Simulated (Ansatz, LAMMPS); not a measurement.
# Amorphous HfO2 (66 atoms) under strain, part 3 of 3

Aim: relax amorphous HfO2 (66 atoms), then change its volume and shape to read moduli from the stress.

Ansatz 0.2.0; Kohn-Sham DFT, PBE, PAW (set soft_1), plane waves.

The cell: 22 Hf and 44 O. The quench rate of 5 K/ps is orders of magnitude faster than experiment. The network of bonds at the start is that of the classical potential that made the cell. Sampling is at Γ alone. No spin–orbit coupling is included.

So far. Step 8 (Volume +6 %): The relaxation converged after 12 steps, 0.924 eV below its start, with a largest force component of 0.032 eV/Å. Step 8 (Volume +6 %): Volume +6 %: the energy stands 0.884 eV above that of the reference, at a pressure of -5.37 GPa.

**9. Volume -10 %**

The relaxed cell is scaled to another volume.

Input and log are left out; they have the form of those shown for this kind of step.

Wall time 75 s (4 threads of Intel Xeon Platinum 8488C (Sapphire Rapids), shared host); peak memory 1.4 GiB; 4.6 min of CPU time.

The relaxation converged after 10 steps, 2.66 eV below its start, with a largest force component of 0.025 eV/Å.

Volume -10 %: the energy stands 3.99 eV above that of the reference, at a pressure of 16.3 GPa.

**10. Stretched by 1 % along x**

The relaxed cell is strained along x alone, which gives the stiffness along x and its coupling to y and z.

input.yaml

```yaml
crystal:
  lattice:
    - [9.39335, -0.19573, -0.0425]
    - [-0.19769, 9.64236, 0.20609]
    - [-0.04293, 0.20609, 9.43782]
  atoms:
    [... the 66 atom lines of step 4 ...]
kpoints:
  mp_grid: { grid: [1, 1, 1] }
hamiltonian:
  xc: pbe
  pseudopotentials: { kind: paw, azcp: { folder: soft_1 } }
scf:
  occupations: { method: fixed }
output:
  forces: true
  eigenvalues: true
  stress: true
relax:
  f_tol: 0.05
  max_steps: 70
```

On the command line:

```console
> ansatz run input.yaml --threads 4 --pin off --max-ram 8192MiB --backend cpu --events-out ev --progress --plain --runs-dir out
```

Numbers of over 12 decimals in the logs are rounded to 6 here.

Output:

```text
[...]
Crystal: 66 atoms, lattice volume = 854.043 Å³
Basis set: ecut = 420 eV, 16679 PW (Γ), exchange–correlation on 128×144×128 points (8 copies of the dense FFT grid, shifted against one another)
Bands: 502, of which v1, the nominal top of the filled ones, is band 418 counted from 1 (417 counted from 0)
Symmetry: 1 space group operations
[...]
k-points: 1
[...]
SCF iter   1: F=—  HF=-370982.272307 eV  |F-HF|=—  |Δ(HF+E_count)|=         —  Δρ=8.47e-2  dr2=5.32e1  ethr=3.10e-3  ⟨swp⟩=4.0  Hψ=1315  notcnv=0  defer=80
[...]
SCF iter  11: F=-370966.270296 eV  HF=-370966.270296 eV  |F-HF|=1.14e-7  |Δ(HF+E_count)|=   3.55e-6  Δρ=3.57e-5  dr2=1.00e-5  ethr=5.05e-9  ⟨swp⟩=13.0  Hψ=2475  notcnv=0
SCF 1 converged in 11 iterations: F = -370966.270296 eV  dr2 = 1.00e-5
[...]
relax step   1: F+E_penalty+E_count = -370966.27029569 eV  Δ(F+E_penalty+E_count) = +0.000e0 eV  max|allowed force component| = 2.076e-1 eV/Å  Δτ_max = 0.0000 Å  (11 SCF iters, dr2 threshold 6.25e-5 eV, accepted)
[...]
relax step   2: F+E_penalty+E_count = -370966.28867901 eV  Δ(F+E_penalty+E_count) = -1.838e-2 eV  max|allowed force component| = 1.022e-1 eV/Å  Δτ_max = 0.0230 Å  (7 SCF iters, dr2 threshold 2.69e-6 eV, accepted)
[...]
relax step   3: F+E_penalty+E_count = -370966.29542998 eV  Δ(F+E_penalty+E_count) = -6.751e-3 eV  max|allowed force component| = 7.653e-2 eV/Å  Δτ_max = 0.0112 Å  (7 SCF iters, accepted)
relax step   4: F+E_penalty+E_count = -370966.30335369 eV  Δ(F+E_penalty+E_count) = -7.924e-3 eV  max|allowed force component| = 6.851e-2 eV/Å  Δτ_max = 0.0702 Å  (9 SCF iters, accepted)
relax step   5: F+E_penalty+E_count = -370966.30544897 eV  Δ(F+E_penalty+E_count) = -2.095e-3 eV  max|allowed force component| = 3.202e-2 eV/Å  Δτ_max = 0.0175 Å  (6 SCF iters, dr2 threshold 2.63e-6 eV, accepted)
[...]
relax step   6: F+E_penalty+E_count = -370966.30545068 eV  Δ(F+E_penalty+E_count) = -1.705e-6 eV  max|allowed force component| = 3.215e-2 eV/Å  Δτ_max = 0.0000 Å  (4 SCF iters, accepted)
SCF converged after 4 iterations
Free energy (F): -370966.305451 eV
[...]
Internal energy: -370966.305451 eV  (E = F + TS)
E sigma→0 (E₀):  -370966.305451 eV
Fermi energy:    10.983424 eV
[...]
--- Forces (eV/Å), atoms counted from 1 ---
  atom   1  Hf     0.00712291     0.00073692    -0.00451997
  atom   2  Hf    -0.00205363     0.00074011     0.00864708
  atom   3  Hf     0.00989987     0.00101080    -0.00660087
  atom   4  Hf    -0.00161272     0.00766908    -0.01362497
  atom   5  Hf     0.00566315    -0.01209819     0.00359347
  atom   6  Hf    -0.00254041     0.00887542     0.00951408
  atom   7  Hf    -0.00096181    -0.00241804     0.00142202
  atom   8  Hf    -0.00426300     0.00548656     0.00877391
  atom   9  Hf    -0.00605616    -0.00547723     0.00640146
  atom  10  Hf    -0.00541299     0.01652897    -0.00490936
  atom  11  Hf    -0.00042486     0.00591502    -0.00000775
  atom  12  Hf     0.00112291     0.00107554    -0.00380449
  atom  13  Hf     0.00394550    -0.00602374     0.00404354
  atom  14  Hf     0.00102438     0.01284297     0.00359384
[...]
atom  65  O     -0.00613266    -0.00224538     0.00879569
  atom  66  O      0.01105431    -0.00274732    -0.00544009
  max |Σ_I F_I| component: 8.18e-5 eV/Å
--- Stress (GPa, compression-positive) ---
       -2.090412       0.083532       0.095120
        0.083532      -0.800953       0.079189
        0.095120       0.079189      -1.199708
  P = ⅓ Tr σ = -1.3637 GPa (-13.637 kbar)
--- Band table (eV) ---
[...]
--- Relaxed structure (6 steps of the walk, 6 accepted, 0 SCFs on fresh bases) ---
  F+E_penalty+E_count = -370966.30545068 eV   max|allowed force component| = 3.215e-2 eV/Å
  atoms:
    - { symbol: Hf, position: [0.745497, 0.058390, 0.398071] }
    - { symbol: Hf, position: [0.188125, 0.642243, 0.401887] }
    - { symbol: Hf, position: [0.916120, 0.00482736, 0.999846] }
    - { symbol: Hf, position: [0.703923, 0.288606, 0.088623] }
[...]
- { symbol: O, position: [0.891118, 0.745880, 0.730470] }
```

Elapsed: 47 s, on 4 threads of Intel Xeon Platinum 8488C (Sapphire Rapids), shared host; peak memory 1.5 GiB; 2.8 min of CPU time.

The relaxation converged after 6 steps, 0.0352 eV below its start, with a largest force component of 0.032 eV/Å.

Stretched by 1 % along x: the energy stands 0.0597 eV above that of the reference, at a pressure of -1.36 GPa.

**11. Compressed by 1 % along x**

The relaxed cell is strained along x alone, which gives the stiffness along x and its coupling to y and z.

input.yaml, the sections that differ from step 10:

```yaml
crystal:
  lattice:
    - [9.20735, -0.19573, -0.0425]
    - [-0.19377, 9.64236, 0.20609]
    - [-0.04208, 0.20609, 9.43782]
  atoms:
    [... the 66 atom lines of step 4 ...]
# kpoints, hamiltonian, scf, output, relax: as in step 10
```

Output:

```text
[...]
Crystal: 66 atoms, lattice volume = 837.132 Å³
Basis set: ecut = 420 eV, 16339 PW (Γ), exchange–correlation on 128×144×128 points (8 copies of the dense FFT grid, shifted against one another)
Bands: 502, of which v1, the nominal top of the filled ones, is band 418 counted from 1 (417 counted from 0)
Symmetry: 1 space group operations
[...]
k-points: 1
[...]
SCF iter   1: F=—  HF=-370982.676889 eV  |F-HF|=—  |Δ(HF+E_count)|=         —  Δρ=8.52e-2  dr2=5.35e1  ethr=3.10e-3  ⟨swp⟩=5.0  Hψ=1348  notcnv=0  defer=80
[...]
SCF iter  10: F=—  HF=-370966.266267 eV  |F-HF|=—  |Δ(HF+E_count)|=   1.94e-4  Δρ=7.27e-5  dr2=3.92e-5  ethr=1.24e-8  ⟨swp⟩=2.0  Hψ=840  notcnv=0  defer=82
SCF iter  11: F=-370966.266272 eV  HF=-370966.266271 eV  |F-HF|=2.39e-7  |Δ(HF+E_count)|=   4.45e-6  Δρ=3.45e-5  dr2=9.11e-6  ethr=4.68e-9  ⟨swp⟩=13.0  Hψ=2463  notcnv=0
SCF 1 converged in 11 iterations: F = -370966.266272 eV  dr2 = 9.11e-6
[...]
relax step   1: F+E_penalty+E_count = -370966.26627154 eV  Δ(F+E_penalty+E_count) = +0.000e0 eV  max|allowed force component| = 2.170e-1 eV/Å  Δτ_max = 0.0000 Å  (11 SCF iters, dr2 threshold 6.25e-5 eV, accepted)
[...]
relax step   2: F+E_penalty+E_count = -370966.28791171 eV  Δ(F+E_penalty+E_count) = -2.164e-2 eV  max|allowed force component| = 9.555e-2 eV/Å  Δτ_max = 0.0249 Å  (7 SCF iters, dr2 threshold 2.94e-6 eV, accepted)
[...]
relax step   3: F+E_penalty+E_count = -370966.29463690 eV  Δ(F+E_penalty+E_count) = -6.725e-3 eV  max|allowed force component| = 7.403e-2 eV/Å  Δτ_max = 0.0112 Å  (7 SCF iters, accepted)
relax step   4: F+E_penalty+E_count = -370966.29610994 eV  Δ(F+E_penalty+E_count) = -1.473e-3 eV  max|allowed force component| = 1.107e-1 eV/Å  Δτ_max = 0.0501 Å  (9 SCF iters, accepted)
relax step   5: F+E_penalty+E_count = -370966.30103285 eV  Δ(F+E_penalty+E_count) = -4.923e-3 eV  max|allowed force component| = 6.460e-2 eV/Å  Δτ_max = 0.0437 Å  (7 SCF iters, dr2 threshold 7.35e-6 eV, accepted)
[...]
relax step   6: F+E_penalty+E_count = -370966.30256891 eV  Δ(F+E_penalty+E_count) = -1.536e-3 eV  max|allowed force component| = 1.435e-2 eV/Å  Δτ_max = 0.0135 Å  (7 SCF iters, accepted)
SCF converged after 7 iterations
Free energy (F): -370966.302569 eV
[...]
Internal energy: -370966.302569 eV  (E = F + TS)
E sigma→0 (E₀):  -370966.302569 eV
Fermi energy:    11.338253 eV
[...]
Σ components = -370966.302569   (vs F -370966.302569, Δ=0.00e0)
--- Forces (eV/Å), atoms counted from 1 ---
  atom   1  Hf     0.00089815     0.00284140    -0.00325874
  atom   2  Hf     0.00048978     0.00039356     0.00451866
  atom   3  Hf    -0.00590347     0.00113234     0.00267471
  atom   4  Hf     0.00314897     0.00716445     0.00169002
[...]
atom  66  O      0.00138127     0.00507615    -0.00414380
  max |Σ_I F_I| component: 1.89e-4 eV/Å
--- Stress (GPa, compression-positive) ---
        2.337135      -0.035894      -0.070467
       -0.035894       0.863888      -0.096349
       -0.070466      -0.096349       1.286666
  P = ⅓ Tr σ = 1.4959 GPa (14.959 kbar)
--- Band table (eV) ---
[...]
--- Relaxed structure (6 steps of the walk, 6 accepted, 0 SCFs on fresh bases) ---
  F+E_penalty+E_count = -370966.30256891 eV   max|allowed force component| = 1.435e-2 eV/Å
  atoms:
    - { symbol: Hf, position: [0.745262, 0.058967, 0.397840] }
    - { symbol: Hf, position: [0.187902, 0.640585, 0.401254] }
    - { symbol: Hf, position: [0.917077, 0.00732558, 0.996967] }
    - { symbol: Hf, position: [0.705588, 0.287677, 0.089083] }
[...]
- { symbol: O, position: [0.893967, 0.749323, 0.734191] }
```

Elapsed: 50 s, on 4 threads; peak memory 1.5 GiB; 3 min of CPU time.

The relaxation converged after 6 steps, 0.0363 eV below its start, with a largest force component of 0.014 eV/Å.

Compressed by 1 % along x: the energy stands 0.0626 eV above that of the reference, at a pressure of 1.50 GPa.

**12. Sheared by 2 % in xy**

A shear of the relaxed cell gives the modulus that volume changes can't reach.

input.yaml, the sections that differ from step 11:

```yaml
crystal:
  lattice:
    - [9.29839, -0.10273, -0.0425]
    - [-0.09931, 9.6404, 0.20609]
    - [-0.04044, 0.20566, 9.43782]
  atoms:
    [... the 66 atom lines of step 4 ...]
# kpoints, hamiltonian, scf, output, relax: as in step 11
```

Output:

```text
[...]
Crystal: 66 atoms, lattice volume = 845.503 Å³
Basis set: ecut = 420 eV, 16497 PW (Γ), exchange–correlation on 128×144×128 points (8 copies of the dense FFT grid, shifted against one another)
Bands: 502, of which v1, the nominal top of the filled ones, is band 418 counted from 1 (417 counted from 0)
Symmetry: 1 space group operations
[...]
k-points: 1
[...]
SCF iter   1: F=—  HF=-370982.463498 eV  |F-HF|=—  |Δ(HF+E_count)|=         —  Δρ=8.50e-2  dr2=5.33e1  ethr=3.10e-3  ⟨swp⟩=4.0  Hψ=1309  notcnv=0  defer=80
[...]
SCF iter  10: F=—  HF=-370966.239811 eV  |F-HF|=—  |Δ(HF+E_count)|=   2.00e-4  Δρ=7.45e-5  dr2=4.13e-5  ethr=1.26e-8  ⟨swp⟩=2.0  Hψ=840  notcnv=0  defer=82
SCF iter  11: F=-370966.239816 eV  HF=-370966.239815 eV  |F-HF|=1.53e-7  |Δ(HF+E_count)|=   4.54e-6  Δρ=3.59e-5  dr2=9.95e-6  ethr=4.95e-9  ⟨swp⟩=13.0  Hψ=2489  notcnv=0
SCF 1 converged in 11 iterations: F = -370966.239816 eV  dr2 = 9.95e-6
[...]
relax step   1: F+E_penalty+E_count = -370966.23981562 eV  Δ(F+E_penalty+E_count) = +0.000e0 eV  max|allowed force component| = 2.640e-1 eV/Å  Δτ_max = 0.0000 Å  (11 SCF iters, dr2 threshold 6.25e-5 eV, accepted)
[...]
relax step   2: F+E_penalty+E_count = -370966.26548502 eV  Δ(F+E_penalty+E_count) = -2.567e-2 eV  max|allowed force component| = 1.663e-1 eV/Å  Δτ_max = 0.0358 Å  (7 SCF iters, dr2 threshold 4.36e-6 eV, accepted)
[...]
relax step   3: F+E_penalty+E_count = -370966.27866817 eV  Δ(F+E_penalty+E_count) = -1.318e-2 eV  max|allowed force component| = 1.042e-1 eV/Å  Δτ_max = 0.0115 Å  (7 SCF iters, accepted)
relax step   4: F+E_penalty+E_count = -370966.28737275 eV  Δ(F+E_penalty+E_count) = -8.705e-3 eV  max|allowed force component| = 7.744e-2 eV/Å  Δτ_max = 0.0604 Å  (7 SCF iters, dr2 threshold 4.26e-6 eV, accepted)
relax step   5: F+E_penalty+E_count = -370966.28869735 eV  Δ(F+E_penalty+E_count) = -1.325e-3 eV  max|allowed force component| = 5.356e-2 eV/Å  Δτ_max = 0.0418 Å  (9 SCF iters, accepted)
[...]
relax step   6: F+E_penalty+E_count = -370966.29084397 eV  Δ(F+E_penalty+E_count) = -2.147e-3 eV  max|allowed force component| = 3.225e-2 eV/Å  Δτ_max = 0.0367 Å  (9 SCF iters, accepted)
SCF converged after 9 iterations
Free energy (F): -370966.290844 eV
[...]
Internal energy: -370966.290844 eV  (E = F + TS)
E sigma→0 (E₀):  -370966.290844 eV
Fermi energy:    11.136611 eV
[...]
Σ components = -370966.290844   (vs F -370966.290844, Δ=0.00e0)
--- Forces (eV/Å), atoms counted from 1 ---
  atom   1  Hf    -0.00485877     0.00363107     0.00714816
  atom   2  Hf     0.00749944     0.01446520     0.00809562
  atom   3  Hf    -0.00471766     0.00183142    -0.00211927
  atom   4  Hf     0.01382116    -0.01184358     0.00684297
[...]
atom  66  O     -0.00027699    -0.00520603     0.00503035
  max |Σ_I F_I| component: 7.32e-5 eV/Å
--- Stress (GPa, compression-positive) ---
        0.185461      -1.334871       0.011376
       -1.334870       0.312083      -0.133971
        0.011376      -0.133971       0.352926
  P = ⅓ Tr σ = 0.2835 GPa (2.835 kbar)
--- Band table (eV) ---
[...]
--- Relaxed structure (6 steps of the walk, 6 accepted, 0 SCFs on fresh bases) ---
  F+E_penalty+E_count = -370966.29084397 eV   max|allowed force component| = 3.225e-2 eV/Å
  atoms:
    - { symbol: Hf, position: [0.746177, 0.058494, 0.397267] }
    - { symbol: Hf, position: [0.186863, 0.640520, 0.401563] }
    - { symbol: Hf, position: [0.916403, 0.00535974, 0.996998] }
    - { symbol: Hf, position: [0.704801, 0.286120, 0.090533] }
[...]
- { symbol: O, position: [0.891906, 0.747467, 0.732915] }
```

Elapsed: 58 s, on 4 threads; peak memory 1.5 GiB.

The relaxation converged after 6 steps, 0.0510 eV below its start, with a largest force component of 0.032 eV/Å.

Sheared by 2 % in xy: the energy stands 0.0743 eV above that of the reference, at a pressure of 0.283 GPa.

**13. Pressure against volume**

Atoms are relaxed at each volume, in the scaled cell.

```tsv
volume change (%)	volume (Å³/atom)	energy change (meV/atom)	pressure (GPa)	largest move on relaxing (Å)	bonds	gap (eV)
-10	11.531	60.40	16.30	0.54	146	3.88
-6	12.043	18.76	9.23	0.54	142	3.95
-3	12.428	3.04	4.03	0.55	140	3.94
+0	12.812	0.00	-0.01	-	138	3.92
+3	13.196	4.55	-3.42	0.25	137	3.89
+6	13.581	13.39	-5.37	0.49	133	3.90
```

**14. Uniaxial strain and shear**

Stress (GPa, compression positive) less that of the relaxed cell, atoms relaxed:

```tsv
strain	xx	yy	zz	xy	energy change (meV/atom)
stretched by 1 % along x	-2.067	-0.785	-1.196	0.087	0.90
compressed by 1 % along x	2.361	0.880	1.291	-0.033	0.95
sheared by 2 % in xy	0.209	0.328	0.357	-1.331	1.13
```

**15. What came out**

The bulk modulus, from the slope of pressure against ln V over the three points nearest the relaxed volume, is 124 GPa; between neighbouring points the slope runs 163, 166, 133, 115 and 68 GPa from the smallest volume up, without a steady fall, so no pressure derivative is given. The count of bonds runs from 133 to 146 over the series, so at some points contacts cross the cutoffs. At -10 %, -6 % and -3 % some atom moved by over 0.5 Å on relaxing, so those points may sit in another local minimum. The curvature of the energy over the same three points gives 105 GPa instead, so stress and energy disagree and the modulus is uncertain by that much. The gap goes from 3.88 eV at the smallest volume to 3.90 eV at the largest, not monotonically (lowest 3.88, highest 3.95 eV), on the run's k-points. In the Cartesian axes of the cell, finite differences give C11 = 221, C12 = 83.2, C13 = 124 and C66 = 66.6 GPa (the shear of 2 % is the engineering strain, εxy = 0.01). The mean of C11, C12 and C13, which equals the bulk modulus in a cubic or isotropic solid, is 143 GPa: it lies 15 % over the bulk modulus from the volumes. For an isotropic solid C66 would equal (C11 − C12)/2 = 69.1 GPa; so small a sample needn't be isotropic, and C66 rests on one shear. With the bulk modulus and C66 as K and G, Young's modulus would be about 169 GPa and Poisson's ratio 0.27.

Caveats: Strains are finite and relaxations stop at the force tolerance of the input, which can leave moduli too stiff; they are those of a static cell at zero temperature. Volumes are changed with the cell's shape held, so in an anisotropic solid the modulus lies over the one under free hydrostatic load. The program notes that the SCF threshold of the relaxations is loose for the stress.

The DFT runs together took 12 min of wall time.

[Logs are printed without paths, hosts, clocks, repeated set-up lines and the standing remarks that a program may print on its own settings, such as how far it seeks lower states.]

[Hosts, paths, dates, database ids (printed as entryN), source tags and the programs' standing remarks are cut or masked in the printed files.]
